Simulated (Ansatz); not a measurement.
# SnPb2 (model cell, started as cuprite): the cell at rest

Aim: bring SnPb2 (model cell, started as cuprite) to small forces and stress, as phonons need.

Method: DFT PBEsol, scalar-relativistic, plane waves, norm-conserving pseudopotentials, in Ansatz 0.2.0.

This is a report of a sequence of runs, with most program output left out.

The structure was built from a prototype and need not be the compound's stable phase.

### Step 1. Set-up

It takes space group Pn-3m (No. 224, cubic). The conventional cell has a = 6.889 Å, b = 6.889 Å, c = 6.889 Å, α = 90.00°, β = 90.00°, γ = 90.00°. Nearest to Sn lie 4 Pb at 2.98 Å. Nearest to Pb lie 2 Sn at 2.98 Å. Farther neighbours are not listed.

Coordinates:

```cif
data_structure
_symmetry_space_group_name_H-M 'Pn-3m:1'
_symmetry_Int_Tables_number 224
_cell_length_a 6.8894
_cell_length_b 6.8894
_cell_length_c 6.8894
_cell_angle_alpha 90.000
_cell_angle_beta 90.000
_cell_angle_gamma 90.000
_cell_volume 327.00
loop_
_atom_site_label
_atom_site_type_symbol
_atom_site_symmetry_multiplicity
_atom_site_Wyckoff_symbol
_atom_site_fract_x
_atom_site_fract_y
_atom_site_fract_z
_atom_site_occupancy
Sn1 Sn 2 a 0.00000 0.00000 0.00000 1
Pb1 Pb 4 b 0.25000 0.25000 0.25000 1
```

### Step 2. A coarse first look

First a cheap look: the gap decides the mesh and the occupations, the pressure tells how far the cell has to move.

File input.yaml:

```yaml
crystal:
  lattice:
    - [6.88941, 0.0, 0.0]
    - [0.0, 6.88941, 0.0]
    - [0.0, 0.0, 6.88941]
  atoms:
    - { symbol: Sn, position: [0.0, 0.0, 0.0] }
    - { symbol: Sn, position: [0.5, 0.5, 0.5] }
    - { symbol: Pb, position: [0.25, 0.25, 0.25] }
    - { symbol: Pb, position: [0.75, 0.75, 0.25] }
    - { symbol: Pb, position: [0.75, 0.25, 0.75] }
    - { symbol: Pb, position: [0.25, 0.75, 0.75] }
kpoints:
  mp_grid: { grid: [4, 4, 4] }
hamiltonian:
  xc: pbesol
  pseudopotentials: { kind: nc }
scf:
  occupations: { method: gaussian, width: 0.1 }
output:
  forces: true
  stress: true
  eigenvalues: true
```

On the command line:

```sh
ansatz run input.yaml --threads 8 --pin off --max-ram 14336MiB --backend cpu --events-out ev --progress --plain --runs-dir out
```

The job ended after 8 s (8 threads of Arm Neoverse N1, shared host; peak memory 2.6 GiB; 60 s of CPU time).

This step gave:

```yaml
pressure: -2.252 GPa
volume_per_atom: 54.50 Å³
gap_on_the_k_mesh: 0 eV
```

The coarse mesh shows no gap and a pressure of -2.3 GPa.

### Step 3. Relaxation

The cell and atoms are relaxed, since residual forces and stress would shift the frequencies.

input.yaml: that of step 2 with these lines changed.

```diff
@@ -13,3 +13,3 @@
 kpoints:
-  mp_grid: { grid: [4, 4, 4] }
+  mp_grid: { grid: [6, 6, 6] }
 hamiltonian:
@@ -23 +23,6 @@
   eigenvalues: true
+relax:
+  adjacent_minimum: "off"
+  f_tol: 0.005
+  max_steps: 80
+  cell: { stress_tol: 0.05 }
```

Run time: 74 s. Hardware: 8 threads; peak memory 2.8 GiB; 9.7 min of CPU time.

Step by step:

```tsv
step	energy less that of the first step (eV)	largest force component (eV/Å)	pressure (GPa)	volume (Å³)
1	0.0000	0.0000	-2.25	327.00
2	-0.3231	0.0000	-0.73	294.10
3	-0.3464	0.0000	0.22	280.66
4	-0.3483	0.0000	-0.01	283.69
5*	-0.3468	0.0000	-0.01	283.69
```

Relaxation steps marked * repeat the geometry before them on a plane-wave basis chosen anew for their cell, so energy and pressure can jump there.

Forces are held to the 48 operations that the run works with; a distortion that breaks them can't arise in this run.

```tsv
conventional cell, symmetrised	before	after	change
a (Å)	6.889	6.571	-4.6 %
b (Å)	6.889	6.571	-4.6 %
c (Å)	6.889	6.571	-4.6 %
volume (Å³/atom)	54.50	47.28	-13.2 %
```

Final coordinates:

```xyz
6
Lattice="6.5708 0.0000 0.0000 0.0000 6.5708 0.0000 0.0000 0.0000 6.5708" Properties=species:S:1:pos:R:3 pbc="T T T"
Sn    0.0000    0.0000    0.0000
Sn    3.2854    3.2854    3.2854
Pb    1.6427    1.6427    1.6427
Pb    4.9281    4.9281    1.6427
Pb    4.9281    1.6427    4.9281
Pb    1.6427    4.9281    4.9281
```

Numbers from this step:

```
pressure        : -0.01214 GPa
volume per atom : 47.28 Å³
```

In this step the volume went from 54.50 to 47.28 Å³/atom.

### Step 4. Relaxation

The relaxation is repeated from its end on the same settings, as a check that it has come to rest.

input.yaml: that of step 3 with these lines changed.

```diff
@@ -2,5 +2,5 @@
   lattice:
-    - [6.88941, 0.0, 0.0]
-    - [0.0, 6.88941, 0.0]
-    - [0.0, 0.0, 6.88941]
+    - [6.5707688197, 0.0, 0.0]
+    - [0.0, 6.5707688197, 0.0]
+    - [0.0, 0.0, 6.5707688197]
   atoms:
```

Run time: 29 s. Hardware: 8 threads; peak memory 2.5 GiB; 3.8 min of CPU time.

Little changed from the start: no atom moved by 0.005 Å and no cell edge by 0.1 %.

In this step the volume went from 47.28 to 47.28 Å³/atom.

### Step 5. Relaxing to small forces for the phonons

Phonons need a cell at rest on their own settings, so the relaxation is repeated with tight tolerances on forces and stress, using the mesh and the filling of the phonon run that follows.

input.yaml: that of step 4 with these lines changed.

```diff
@@ -18,3 +18,3 @@
 scf:
-  occupations: { method: gaussian, width: 0.1 }
+  occupations: { method: methfessel_paxton, width: 0.2 }
 output:
@@ -25,4 +25,4 @@
   adjacent_minimum: "off"
-  f_tol: 0.005
-  max_steps: 80
-  cell: { stress_tol: 0.05 }
+  f_tol: 0.001
+  max_steps: 60
+  cell: { stress_tol: 0.01 }
```

Wall time 42 s (8 threads); peak memory 2.5 GiB.

Little changed from the start: no atom moved by 0.005 Å and no cell edge by 0.1 %.

This step gave:

```
pressure        : -0.002198 GPa
volume per atom : 47.21 Å³
```

The forces vanish by symmetry and the pressure is -0.002 GPa, within the tolerances set. The cell now holds 47.21 Å³/atom.

### Step 6. Summary of results

```json
{
  "space group after relaxation (within 0.01 Å)": "Pn-3m",
  "lattice constant a": "6.567 Å",
  "lattice constant b": "6.567 Å",
  "lattice constant c": "6.567 Å",
  "volume per atom": "47.2 Å³"
}
```

In words: The forces vanish by symmetry and the pressure is -0.002 GPa, within the tolerances set. The cell now holds 47.21 Å³/atom. The relaxation keeps the symmetry of its start, so it says nothing on stability against lower symmetry. Spin-orbit coupling is left out, which can matter for the heavy elements here. The starting cell was built on a prototype and not taken from a measurement, so the phase need not exist.

[Logs are printed without paths, hosts, clocks, repeated set-up lines and the standing remarks that a program may print on its own settings, such as how far it seeks lower states.]

[Hosts, paths, dates, database ids (printed as entryN), source tags and the programs' standing remarks are cut or masked in the printed files.]
